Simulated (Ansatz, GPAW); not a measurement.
# Screening of a field by MoSi2P4 monolayer, part 2 of 2

Wanted: the out-of-plane polarisability of MoSi2P4 monolayer.

GPAW 26.7.0 and Ansatz 0.2.0; Ansatz plane waves; layer without images along its normal, relaxation of atoms and in-plane cell (the session's first sound run).

So far. Step 2 (Relaxing the atoms): The relaxation lowered the energy of the cell by 1.95 eV.

### Step 3. The slab's potential

The work function is the vacuum plateau of the electrostatic potential less the Fermi level; a dipole layer lets the two faces have plateaus of their own.

This step: GPAW, PAW setups; slab in vacuum (GPAW 26.7.0).

The cell differs from the one that the last finished run ended in (c 40.327 → 25.453 Å).

run.py

```python
import json
import numpy as np
from ase import Atoms
from gpaw import GPAW, PW

slab = Atoms(
    ['P', 'Si', 'P', 'Mo', 'P', 'Si', 'P'],
    positions=[
        [0.00000, -0.00000, 8.00000],
        [-0.00000, 1.99612, 9.03580],
        [-0.00000, 1.99612, 11.29596],
        [0.00000, -0.00000, 12.72661],
        [-0.00000, 1.99612, 14.15726],
        [-0.00000, 1.99612, 16.41742],
        [0.00000, -0.00000, 17.45321]],
    cell=[[3.45738, -0.0, 0.0], [-1.72869, 2.99418, 0.0], [0.0, 0.0, 25.4532]],
    pbc=[True, True, False])

slab.calc = GPAW(mode=PW(400), xc='PBE', kpts={'size': (9, 9, 1), 'gamma': True},
                 occupations={'name': 'fermi-dirac', 'width': 0.05}, nbands='140%',
                 convergence={'density': 1e-05}, maxiter=200,
                 poissonsolver={'dipolelayer': 'xy'},
                 symmetry={'tolerance': 1e-3}, txt='slab.txt')
result = {}
energy = slab.get_potential_energy()
fermi = slab.calc.get_fermi_level()
v = slab.calc.get_electrostatic_potential().mean((0, 1)) - fermi
n = slab.calc.get_pseudo_density().mean((0, 1))
L = slab.cell[2, 2]
z = np.arange(len(v)) * L / len(v)
low, high = slab.positions[:, 2].min(), slab.positions[:, 2].max()
below, above = np.interp([low - 5.8, high + 5.8], z, v)
slopes = [np.interp(x, z, np.gradient(v, z)) for x in (low - 5.8, high + 5.8)]
eps = np.array([[slab.calc.get_eigenvalues(k, s) for k in range(len(slab.calc.get_ibz_k_points()))]
                for s in range(slab.calc.get_number_of_spins())]) - fermi
top, bottom = eps[eps < 0].max(), eps[eps > 0].min()
dipole = slab.get_dipole_moment()[2]
print(f'energy {energy:.4f} eV, Fermi level {fermi:.4f} eV, dipole {dipole:.5f} e A')
print(f'potential 5.8 A off the faces, from the Fermi level: lower {below:.4f} eV, upper {above:.4f} eV')
print(f'slope of the potential there: lower {slopes[0]:.5f}, upper {slopes[1]:.5f} eV/A')
print(f'nearest levels on the mesh: {top:.4f} and {bottom:.4f} eV')
print('magnetic moment', round(slab.get_magnetic_moment(), 3))
result.update(energy=energy, fermi=fermi, dipole=dipole, below=below, above=above, slopes=slopes, edges=[top, bottom],
              z=z.tolist(), v=v.tolist(), n=n.tolist(), positions=slab.positions.tolist(),
              forces=slab.get_forces(apply_constraint=False).tolist(), moments=slab.get_magnetic_moments().tolist())
json.dump(result, open('result.json', 'w'))
```

Started as:

```console
> OMP_NUM_THREADS=1 OPENBLAS_NUM_THREADS=1 python run.py
```

Log:

```text
energy -45.6349 eV, Fermi level 0.9007 eV, dipole 0.00032 e A
potential 5.8 A off the faces, from the Fermi level: lower 4.9800 eV, upper 4.9743 eV
slope of the potential there: lower 0.00005, upper -0.00005 eV/A
nearest levels on the mesh: -0.4538 and 0.4484 eV
magnetic moment 0.0
```

The job ended after 17 s (1 thread of AMD EPYC 9R14 (Zen 4), shared host; peak memory 0.23 GiB).

This step gave:

```yaml
dipole_along_the_normal: 3.25e-4 e·Å
levels_nearest_the_fermi_level_on_the_mesh: -0.4538, 0.4484 eV from the Fermi level
upper_work_function: 4.974 eV
lower_work_function: 4.980 eV
upper_ionisation_energy: 5.428 eV
```

The electrostatic potential energy of an electron (without an applied field's), less the Fermi level, planar mean oscillates, so the rows of the table below give means over windows of 1.7 Å about each position, cut where the curve ends. Its maxima inside the range that stand out by 2 % of the span (Å: eV): 8.6: -11.3, 10.2: 1.30, 11.9: -6.77, 13.6: -6.78, 15.3: 1.30, 16.9: -11.3. Its minima: 8.1: -15.1, 9.0: -13.2, 11.3: -13.2, 12.7: -19.0, 14.1: -13.2, 16.4: -13.2, 17.4: -15.2.

Electrostatic potential energy of an electron (without an applied field's), less the Fermi level, planar mean against z; means over each step:

```csv
z (Å),"electrostatic potential energy of an electron (without an applied field's), less the Fermi level, planar mean (eV)"
0.85,4.98
2.55,4.98
4.25,4.98
5.95,4.70
7.65,-6.75
9.35,-7.10
11.05,-6.49
12.75,-12.2
14.45,-6.27
16.15,-7.46
17.85,-6.33
19.55,4.73
21.25,4.97
22.95,4.97
24.65,4.97
```

Pseudo valence density, planar mean against z:

z (Å), pseudo valence density, planar mean (e/Å³) and a bar:
```
        4       0.00 
        5       0.00 
        6       0.01 
        7       0.10 ###
        8       0.32 #########
        9       0.27 ########
       10       0.15 #####
       11       0.27 ########
       12       0.47 ##############
       13       1.02 ##############################
       14       0.33 ##########
       15       0.19 ######
       16       0.19 ######
       17       0.43 #############
       18       0.24 #######
       19       0.02 #
       20       0.00 
       21       0.00
```

The layer is gapped, so the Fermi level lies somewhere inside the gap, set by smearing and numerics, and these work functions are no property of the material; the band edges below the vacuum level are. The potential is flat to 4.5e-5 eV/Å where it is read, so the vacuum is wide enough. The geometry is the other program's minimum; here the largest force on a free atom is 0.048 eV/Å.

### Step 4. Field on

A uniform field along the normal polarises the slab; the atoms stay fixed, so this is the electronic response alone.

run.py: that of step 3 with these lines changed.

```diff
@@ -4,2 +4,3 @@
 from gpaw import GPAW, PW
+from gpaw.external import ConstantElectricField
 
@@ -22,2 +23,3 @@
                  poissonsolver={'dipolelayer': 'xy'},
+                 external=ConstantElectricField(-0.2, [0, 0, 1]),
                  symmetry={'tolerance': 1e-3}, txt='slab.txt')
```

Log:

```text
energy -45.6478 eV, Fermi level 0.8994 eV, dipole -0.12914 e A
potential 5.8 A off the faces, from the Fermi level: lower 3.8511 eV, upper 6.1086 eV
slope of the potential there: lower 0.00007, upper -0.00001 eV/A
nearest levels on the mesh: -0.4540 and 0.4484 eV
magnetic moment 0.0
```

The job ended after 60 s (1 thread; peak memory 0.38 GiB).

This step gave:

| Property | Result |
| --- | --- |
| dipole along the normal | -0.1291 e·Å |
| levels nearest the Fermi level on the mesh | -0.4540, 0.4484 eV from the Fermi level |
| potential below the slab, the applied field's own ramp left out | 3.851 eV from the Fermi level |
| potential above the slab, the applied field's own ramp left out | 6.109 eV from the Fermi level |

The electrostatic potential energy of an electron (without an applied field's), less the Fermi level, planar mean oscillates, so the rows of the table below give means over windows of 1.7 Å about each position, cut where the curve ends. Its maxima inside the range that stand out by 2 % of the span (Å: eV): 8.6: -12.1, 10.2: 0.818, 11.9: -6.94, 13.6: -6.61, 15.3: 1.78, 16.9: -10.6, 22.6: 6.11. Its minima: 8.1: -16.0, 9.0: -13.9, 11.3: -13.5, 12.7: -19.0, 14.1: -13.0, 16.4: -12.5, 17.4: -14.3.

The electrostatic potential energy of an electron (without an applied field's), less the Fermi level, planar mean by z; means over each step:

z (Å), electrostatic potential energy of an electron (without an applied field's), less the Fermi level, planar mean (eV) and a bar from the least value:
```
     0.85        4.0 ###########################
     2.55        3.9 ##########################
     4.25        3.8 ##########################
     5.95        3.6 ##########################
     7.65       -7.7 #######
     9.35       -7.7 #######
    11.05       -6.8 #########
    12.75      -12.2 
    14.45       -5.9 ##########
    16.15       -6.8 #########
    17.85       -5.4 ###########
    19.55        5.8 ##############################
    21.25        6.1 ##############################
    22.95        6.1 ##############################
    24.65        6.0 ##############################
```

Force by atom:

```csv
atom,x (eV/Å),y (eV/Å),z (eV/Å),size
P1,0.0000,0.0001,-0.0359,0.0359
Si2,0.0000,0.0000,-0.0170,0.0170
P3,0.0000,0.0000,0.0049,0.0049
Mo4,0.0000,0.0000,0.0520,0.0520
P5,0.0000,0.0000,-0.0241,0.0241
Si6,0.0000,0.0000,-0.0415,0.0415
P7,0.0000,0.0000,0.0623,0.0623
```

The dipole is now -0.129 e Å, against 3.2e-4 in the run without a field.

### Step 5. In a field

run.py: that of step 4 with these lines changed.

```diff
@@ -23,3 +23,3 @@
                  poissonsolver={'dipolelayer': 'xy'},
-                 external=ConstantElectricField(-0.2, [0, 0, 1]),
+                 external=ConstantElectricField(-0.1, [0, 0, 1]),
                  symmetry={'tolerance': 1e-3}, txt='slab.txt')
```

Log:

```text
energy -45.6381 eV, Fermi level 0.9004 eV, dipole -0.06458 e A
potential 5.8 A off the faces, from the Fermi level: lower 4.4134 eV, upper 5.5422 eV
slope of the potential there: lower 0.00006, upper -0.00003 eV/A
nearest levels on the mesh: -0.4539 and 0.4484 eV
magnetic moment 0.0
```

Elapsed: 67 s, on 1 thread; peak memory 0.38 GiB.

This step gave:

```
dipole along the normal                                         : -0.06458 e·Å
levels nearest the Fermi level on the mesh                      : -0.4539, 0.4484 eV from the Fermi level
potential below the slab, the applied field's own ramp left out : 4.413 eV from the Fermi level
potential above the slab, the applied field's own ramp left out : 5.542 eV from the Fermi level
```

The electrostatic potential energy of an electron (without an applied field's), less the Fermi level, planar mean oscillates, so the rows of the table below give means over windows of 1.7 Å about each position, cut where the curve ends. Its maxima inside the range that stand out by 2 % of the span (Å: eV): 8.6: -11.7, 10.2: 1.06, 11.9: -6.86, 13.6: -6.69, 15.3: 1.54, 16.9: -10.9. Its minima: 8.1: -15.6, 9.0: -13.6, 11.3: -13.4, 12.7: -19.0, 14.1: -13.1, 16.4: -12.9, 17.4: -14.7.

Electrostatic potential energy of an electron (without an applied field's), less the Fermi level, planar mean against z; means over each step:

z (Å), electrostatic potential energy of an electron (without an applied field's), less the Fermi level, planar mean (eV) and a bar from the least value:
```
     0.85        4.5 ############################
     2.55        4.4 ############################
     4.25        4.4 ############################
     5.95        4.1 ############################
     7.65       -7.2 ########
     9.35       -7.4 ########
    11.05       -6.7 #########
    12.75      -12.2 
    14.45       -6.1 ##########
    16.15       -7.1 #########
    17.85       -5.8 ###########
    19.55        5.3 ##############################
    21.25        5.5 ##############################
    22.95        5.5 ##############################
    24.65        5.5 ##############################
```

Force by atom:

```csv
atom,x (eV/Å),y (eV/Å),z (eV/Å),size
P1,0.0000,0.0000,-0.0416,0.0416
Si2,0.0000,0.0000,-0.0023,0.0023
P3,0.0000,0.0000,0.0096,0.0096
Mo4,0.0000,0.0000,0.0260,0.0260
P5,0.0000,0.0000,-0.0193,0.0193
Si6,0.0000,0.0000,-0.0270,0.0270
P7,0.0000,0.0001,0.0550,0.0550
```

The dipole is now -0.0646 e Å, against 3.2e-4 in the run without a field.

### Step 6. Field on

run.py: that of step 5 with these lines changed.

```diff
@@ -23,3 +23,3 @@
                  poissonsolver={'dipolelayer': 'xy'},
-                 external=ConstantElectricField(-0.1, [0, 0, 1]),
+                 external=ConstantElectricField(-0.05, [0, 0, 1]),
                  symmetry={'tolerance': 1e-3}, txt='slab.txt')
```

Log:

```text
energy -45.6357 eV, Fermi level 0.9007 eV, dipole -0.03229 e A
potential 5.8 A off the faces, from the Fermi level: lower 4.6950 eV, upper 5.2594 eV
slope of the potential there: lower 0.00005, upper -0.00004 eV/A
nearest levels on the mesh: -0.4539 and 0.4484 eV
magnetic moment 0.0
```

Wall time 55 s (1 thread); peak memory 0.38 GiB.

### Step 7. In a field

run.py: that of step 6 with these lines changed.

```diff
@@ -23,3 +23,3 @@
                  poissonsolver={'dipolelayer': 'xy'},
-                 external=ConstantElectricField(-0.05, [0, 0, 1]),
+                 external=ConstantElectricField(0.05, [0, 0, 1]),
                  symmetry={'tolerance': 1e-3}, txt='slab.txt')
```

Log:

```text
energy -45.6357 eV, Fermi level 0.9007 eV, dipole 0.03229 e A
potential 5.8 A off the faces, from the Fermi level: lower 5.2594 eV, upper 4.6949 eV
slope of the potential there: lower 0.00004, upper -0.00005 eV/A
nearest levels on the mesh: -0.4539 and 0.4484 eV
magnetic moment 0.0
```

It took 55 s on 1 thread; peak memory 0.38 GiB.

### Step 8. Field on

run.py: that of step 7 with these lines changed.

```diff
@@ -23,3 +23,3 @@
                  poissonsolver={'dipolelayer': 'xy'},
-                 external=ConstantElectricField(0.05, [0, 0, 1]),
+                 external=ConstantElectricField(0.1, [0, 0, 1]),
                  symmetry={'tolerance': 1e-3}, txt='slab.txt')
```

Log:

```text
energy -45.6381 eV, Fermi level 0.9004 eV, dipole 0.06458 e A
potential 5.8 A off the faces, from the Fermi level: lower 5.5422 eV, upper 4.4134 eV
slope of the potential there: lower 0.00003, upper -0.00006 eV/A
nearest levels on the mesh: -0.4539 and 0.4484 eV
magnetic moment 0.0
```

It took 67 s on 1 thread; peak memory 0.38 GiB.

Electrostatic potential energy of an electron (without an applied field's), less the Fermi level, planar mean against z:

```csv
z (Å),"electrostatic potential energy of an electron (without an applied field's), less the Fermi level, planar mean (eV)"
0.0,4.98
0.5,5.54
1.0,5.54
1.5,5.54
2.0,5.54
2.5,5.54
3.0,5.54
3.5,5.54
4.0,5.54
4.5,5.54
5.0,5.53
5.5,5.51
6.0,5.40
6.5,4.94
7.0,3.04
7.5,-3.95
8.0,-14.4
8.5,-11.0
9.0,-12.9
9.5,-5.56
10.0,0.882
10.5,0.307
11.0,-8.61
11.5,-11.5
12.0,-6.93
12.5,-16.3
13.0,-15.3
13.5,-6.91
14.0,-12.4
14.5,-7.85
15.0,0.214
15.5,0.0652
16.0,-7.07
16.5,-13.5
17.0,-12.1
17.5,-15.1
18.0,-3.92
18.5,2.27
19.0,3.92
19.5,4.30
20.0,4.39
20.5,4.41
21.0,4.41
21.5,4.41
22.0,4.41
22.5,4.41
23.0,4.41
23.5,4.41
24.0,4.41
24.5,4.41
25.0,4.41
```

The dipole is now 0.0646 e Å, against 3.2e-4 in the run without a field.

### Step 9. Field on

run.py: that of step 8 with these lines changed.

```diff
@@ -23,3 +23,3 @@
                  poissonsolver={'dipolelayer': 'xy'},
-                 external=ConstantElectricField(0.1, [0, 0, 1]),
+                 external=ConstantElectricField(0.2, [0, 0, 1]),
                  symmetry={'tolerance': 1e-3}, txt='slab.txt')
```

Log:

```text
energy -45.6478 eV, Fermi level 0.8994 eV, dipole 0.12914 e A
potential 5.8 A off the faces, from the Fermi level: lower 6.1087 eV, upper 3.8511 eV
slope of the potential there: lower 0.00001, upper -0.00007 eV/A
nearest levels on the mesh: -0.4540 and 0.4484 eV
magnetic moment 0.0
```

The job ended after 60 s (1 thread; peak memory 0.38 GiB).

The electrostatic potential energy of an electron (without an applied field's), less the Fermi level, planar mean by z:

```csv
z (Å),"electrostatic potential energy of an electron (without an applied field's), less the Fermi level, planar mean (eV)"
0.0,4.98
0.5,6.11
1.0,6.11
1.5,6.11
2.0,6.11
2.5,6.11
3.0,6.11
3.5,6.11
4.0,6.11
4.5,6.11
5.0,6.10
5.5,6.07
6.0,5.96
6.5,5.49
7.0,3.57
7.5,-3.46
8.0,-14.0
8.5,-10.7
9.0,-12.5
9.5,-5.26
10.0,1.14
10.5,0.519
11.0,-8.44
11.5,-11.3
12.0,-6.87
12.5,-16.3
13.0,-15.3
13.5,-6.99
14.0,-12.5
14.5,-8.02
15.0,-0.00123
15.5,-0.195
16.0,-7.38
16.5,-13.9
17.0,-12.5
17.5,-15.5
18.0,-4.42
18.5,1.74
19.0,3.37
19.5,3.74
20.0,3.83
20.5,3.85
21.0,3.85
21.5,3.85
22.0,3.85
22.5,3.85
23.0,3.85
23.5,3.85
24.0,3.85
24.5,3.85
25.0,3.85
```

The dipole is now 0.129 e Å, against 3.2e-4 in the run without a field.

### Step 10. In a field

run.py: that of step 9 with these lines changed.

```diff
@@ -23,3 +23,3 @@
                  poissonsolver={'dipolelayer': 'xy'},
-                 external=ConstantElectricField(0.2, [0, 0, 1]),
+                 external=ConstantElectricField(0.3, [0, 0, 1]),
                  symmetry={'tolerance': 1e-3}, txt='slab.txt')
```

Log:

```text
energy -45.6639 eV, Fermi level 0.8975 eV, dipole 0.19376 e A
potential 5.8 A off the faces, from the Fermi level: lower 6.6771 eV, upper 3.2900 eV
slope of the potential there: lower -0.00001, upper -0.00008 eV/A
nearest levels on the mesh: -0.4542 and 0.4483 eV
magnetic moment 0.0
```

Wall time 63 s (1 thread); peak memory 0.38 GiB.

The dipole is now 0.194 e Å, against 3.2e-4 in the run without a field.

### Step 11. The series

The members are put on one axis.

This step: induced dipole against applied field (GPAW 26.7.0).

Dipole along the normal against field:

```csv
field (V/Å),dipole along the normal (e·Å)
-0.200,-0.129
-0.100,-0.0646
-0.050,-0.0323
0.000,3.2e-4
0.050,0.0323
0.100,0.0646
0.200,0.129
0.300,0.194
```

### Step 12. Results

| Quantity | Value |
| --- | --- |
| work function, upper and lower face (Fermi level placed in the gap by the smearing) | 4.974 and 4.980 eV |
| ionisation energy from the upper face (highest filled level on the mesh) | 5.43 eV |
| electron affinity from the upper face (lowest empty Kohn-Sham level on the mesh) | 4.53 eV |
| dipole along the normal | 3.2e-4 e Å |
| induced dipole per field | 0.646 e Å per V/Å |
| out-of-plane polarisability per area, α/(ε0 A) | 11.3 Å |

What this shows: The field induces 0.646 e Å per V/Å, a polarisable thickness α/(ε0 A) of 11.3 Å beside 9.45 Å between the outermost nuclei. A perfect conductor would give the distance between its two image planes; a dielectric of thickness t gives t(1 - 1/ε). The levels nearest the Fermi level on the mesh lie 0.902 eV apart, so the slab is gapped there: the smearing puts the Fermi level inside the gap, and from either face the ionisation energy is the work function plus 0.45 eV. Both are Kohn-Sham levels on the mesh, and semilocal gaps are too small, so the affinity tends to come out too large and the ionisation energy too small. The induced dipole is linear in the field over this range. The small printed dipole stands for a step of -5.7 meV from the lower to the upper face, and the probes find -5.7 meV; values this small are near the numerical noise of both. The layer's cell and atoms come from the relaxation; spin-orbit coupling and temperature are left out.

[Logs are printed without paths, hosts, clocks, repeated set-up lines and the standing remarks that a program may print on its own settings, such as how far it seeks lower states.]

[Hosts, paths, dates, database ids (printed as entryN), source tags and the programs' standing remarks are cut or masked in the printed files.]
